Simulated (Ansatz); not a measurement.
# Decaying states in the gap of Cs4KCl5, part 3 of 3

Wanted: the relaxed cell of Cs4KCl5, its band edges and its decay constants. It is built by putting Cs for Na in the KNa4Cl5 structure of space group Immm, with the volume rescaled by atomic radii. The parent structure comes from the Materials Project.

Ansatz 0.2.0; PBE DFT, plane waves, PAW files (the session's first sound run).

So far, gap on path (eV): step 3 (band edges, PBE) 4.79; step 5 (LDA) 4.37.

The structure was built from a prototype and need not be the compound's stable phase.

**6. Complex bands at another level**

This step: LDA DFT, plane waves, PAW files; complex bands by layer matching along the plane's normal (Ansatz 0.2.0).

The complex bands at that level, over its own gap, at (0, 0) and (0.5, 0).

The input, input.yaml:

```yaml
crystal:
  lattice:
    - [4.896096445, 0.0, 0.0]
    - [0.0, 6.973413453, 0.0]
    - [2.448048223, 3.486706726, 12.290979196]
  atoms:
    - { symbol: K, position: [0.0, 0.0, 0.0] }
    - { symbol: Cs, position: [0.4013658511, 0.4013658511, 0.1972682978] }
    - { symbol: Cs, position: [0.8040463949, 0.8040463949, 0.3919072102] }
    - { symbol: Cs, position: [0.1959536051, 0.1959536051, 0.6080927898] }
    - { symbol: Cs, position: [0.5986341489, 0.5986341489, 0.8027317022] }
    - { symbol: Cl, position: [0.5894778505, 0.0894778505, 0.821044299] }
    - { symbol: Cl, position: [0.7978544749, 0.2978544749, 0.4042910502] }
    - { symbol: Cl, position: [0.2021455251, 0.7021455251, 0.5957089498] }
    - { symbol: Cl, position: [0.0, 0.5, 0.0] }
    - { symbol: Cl, position: [0.4105221495, 0.9105221495, 0.178955701] }
kpoints:
  mp_grid: { grid: [6, 6, 6] }
scf:
  occupations: { method: fixed }
hamiltonian:
  xc: lda
output:
  eigenvalues: true
  transmission:
    leads: [[0, 0]]
    kpoints: [[0.0, 0.0], [0.5, 0.0]]
    e_range: [-1.0, 5.37]
    de: 0.11
```

Started as:

```console
ansatz run input.yaml --threads 2 --pin off --max-ram 4096MiB --backend cpu --events-out ev --progress --plain --runs-dir out
```

Numbers of over 12 decimals in the logs are rounded to 6 here.

Output:

```text
[...]
Crystal: 10 atoms, lattice volume = 419.645 Å³
Basis set: ecut = 420 eV, 8223 PW (Γ)
Bands: 50, of which v1, the nominal top of the filled ones, is band 40 counted from 1 (39 counted from 0)
Symmetry: 8 space group operations
[...]
k-points: 46 of 216
[...]
SCF iter   1: F=—  HF=-28755.469642 eV  |F-HF|=—  |Δ(HF+E_count)|=         —  Δρ=4.79e-3  dr2=1.19e-1  ethr=1.77e-3  ⟨swp⟩=5.5  Hψ=8110  notcnv=0  defer=304
[...]
SCF iter   7: F=-28755.431532 eV  HF=-28755.431532 eV  |F-HF|=1.24e-9  |Δ(HF+E_count)|=   5.58e-8  Δρ=1.67e-6  dr2=1.50e-8  ethr=1.25e-10  ⟨swp⟩=16.9  Hψ=13386  notcnv=0
SCF 1 converged in 7 iterations: F = -28755.431532 eV  dr2 = 1.50e-8
[...]
transmission: 16 of 32 steps passed
transmission: 32 of 32 steps passed
SCF converged after 7 iterations
Free energy (F): -28755.431532 eV
[...]
Internal energy: -28755.431532 eV  (E = F + TS)
E sigma→0 (E₀):  -28755.431532 eV
Fermi energy:    0.655843 eV
[...]
--- Band table (eV; the first three rows and the last of 46) ---
  k-point 0: bands = [... 36 lower, 0.6178, 0.6209, 0.6283, 0.6530, 5.0246, 6.2090, 6.4392, 6.6159, ... 6 higher]
  k-point 1: bands = [... 36 lower, 0.5881, 0.6195, 0.6202, 0.6538, 5.0902, 6.0826, 6.2797, 6.7090, ... 6 higher]
  k-point 2: bands = [... 36 lower, 0.5753, 0.6053, 0.6171, 0.6552, 5.2763, 5.8706, 6.0100, 6.9571, ... 6 higher]
  k-point 45: bands = [... 36 lower, 0.4694, 0.4969, 0.5924, 0.6057, 7.1399, 7.1738, 7.2046, 7.2685, ... 6 higher]
--- Transmission ---
  basis      : 303 plane waves across, 16 finite elements along
  points     : 2, as listed
[...]
crystal 0  : Cl5Cs4K1, at the sites [0, 0], period 12.2910 Å: whole cells are its period
[...]
channels       : 0.000000e0 a spin
[...]
slowest decay  : 0.3726 /Å at (0.0000, 0.0000)
```

The job ended after 2.2 min (2 threads of Intel Xeon Platinum 8488C (Sapphire Rapids), shared host; peak memory 2 GiB).

Numbers from this step:

```
level to which the leads are filled                       : 2.184 eV from the Fermi level
decay constant at the filling level, zone centre          : 0.3726 Å⁻¹
decay constant at the filling level, slowest listed point : 0.3726 Å⁻¹
```

K parallel (0, 0); values up to 1.466 1/Å, a degenerate pair printed once or twice; energies at which all values exceed this have no row. Table of Im kz of the slowest decaying states by energy, zero at the highest filled level on the SCF mesh:

```csv
energy (eV),decay 1 (Å⁻¹),decay 2 (Å⁻¹),decay 3 (Å⁻¹),decay 4 (Å⁻¹)
-1.00,0.327,0.517,0.803,0.809
-0.78,0.217,0.442,0.719,0.799
-0.45,0.00386,0.226,0.513,0.784
-0.23,0.0188,0.0293,0.290,0.773
-0.01,0.0804,0.112,0.112,0.167
0.21,0.218,0.250,0.327,0.383
0.54,0.299,0.343,0.439,0.490
0.76,0.329,0.380,0.482,0.533
0.98,0.350,0.408,0.515,0.566
1.31,0.369,0.438,0.549,0.603
1.53,0.375,0.451,0.566,0.621
1.75,0.378,0.462,0.578,0.635
1.97,0.377,0.469,0.588,0.636
2.30,0.369,0.474,0.598,0.610
2.52,0.361,0.475,0.593,0.602
2.74,0.349,0.473,0.574,0.604
2.96,0.334,0.469,0.555,0.605
3.29,0.304,0.457,0.527,0.603
3.51,0.278,0.444,0.510,0.599
3.73,0.246,0.426,0.493,0.595
4.06,0.177,0.389,0.472,0.586
4.28,0.0974,0.358,0.458,0.571
4.50,0.320,0.443,0.549,0.569
4.72,0.275,0.428,0.527,0.558
5.05,0.179,0.403,0.490,0.540
5.27,0.0455,0.385,0.463,0.519
```

K parallel (0.5, 0); values up to 1.466 1/Å, a degenerate pair printed once or twice; energies at which all values exceed this have no row. Im kz of the slowest decaying states against energy, zero at the highest filled level on the SCF mesh:

```csv
energy (eV),decay 1 (Å⁻¹),decay 2 (Å⁻¹),decay 3 (Å⁻¹),decay 4 (Å⁻¹)
-1.00,0.318,0.428,0.985,1.12
-0.78,0.213,0.353,0.906,1.11
-0.45,0.0987,0.721,1.12,1.32
-0.23,0.0427,0.377,1.13,1.31
-0.01,0.0886,0.163,0.165,1.13
0.21,0.293,0.320,0.590,1.14
0.54,0.397,0.429,0.686,1.15
0.76,0.443,0.475,0.710,1.16
0.98,0.480,0.511,0.721,1.16
1.31,0.523,0.551,0.723,1.16
1.53,0.546,0.572,0.718,1.16
1.75,0.567,0.589,0.709,1.15
1.97,0.584,0.602,0.698,1.13
2.30,0.607,0.618,0.676,1.10
2.52,0.620,0.625,0.658,1.07
2.74,0.630,0.631,0.639,1.04
2.96,0.617,0.634,0.640,1.00
3.29,0.581,0.636,0.652,0.956
3.51,0.554,0.635,0.658,0.923
3.73,0.524,0.632,0.663,0.890
4.06,0.472,0.625,0.667,0.839
4.28,0.433,0.619,0.667,0.806
4.50,0.388,0.610,0.666,0.772
4.72,0.334,0.599,0.664,0.737
5.05,0.224,0.574,0.659,0.685
5.27,0.0679,0.551,0.651,0.656
```

At the listed wavevectors the last open channel is at -0.12 eV and the next at +4.39 eV on the grid. At +2.19 eV, the grid energy nearest the filling level (the middle of the gap on the SCF mesh), the slowest state at the listed wavevectors decays with κ = 0.373 Å⁻¹, its amplitude falling by e over 2.7 Å; the first such run, plane (001), gave 0.399 Å⁻¹.

**7. What came out**

```json
{
 "band gap": "4.79 eV",
 "least decay constant at mid-gap, normal to (001)": "0.399 Å⁻¹",
 "least decay constant, LDA": "0.373 Å⁻¹"
}
```

What this shows: With PBE, the slowest decay at the wavevectors tried is κ = 0.399 Å⁻¹, normal to (001). Through such a film the transmission near mid-gap falls as exp(−2κd), a factor of ten every 2.9 Å. A free electron under a barrier of half the gap would need a mass of 0.25 mₑ to decay at this rate. With LDA the gap goes from 4.79 to 4.37 eV and the decay constant, over the first 2 listed wavevectors, from 0.399 to 0.373 Å⁻¹. The compound is made up by substitution; its stability against other phases and against distortions of the cell's symmetry was not tested. A semilocal functional narrows gaps, so real decay constants are likely larger.

[Logs are printed without paths, hosts, clocks, repeated set-up lines and the standing remarks that a program may print on its own settings, such as how far it seeks lower states.]

[Hosts, paths, dates, database ids (printed as entryN), source tags and the programs' standing remarks are cut or masked in the printed files.]
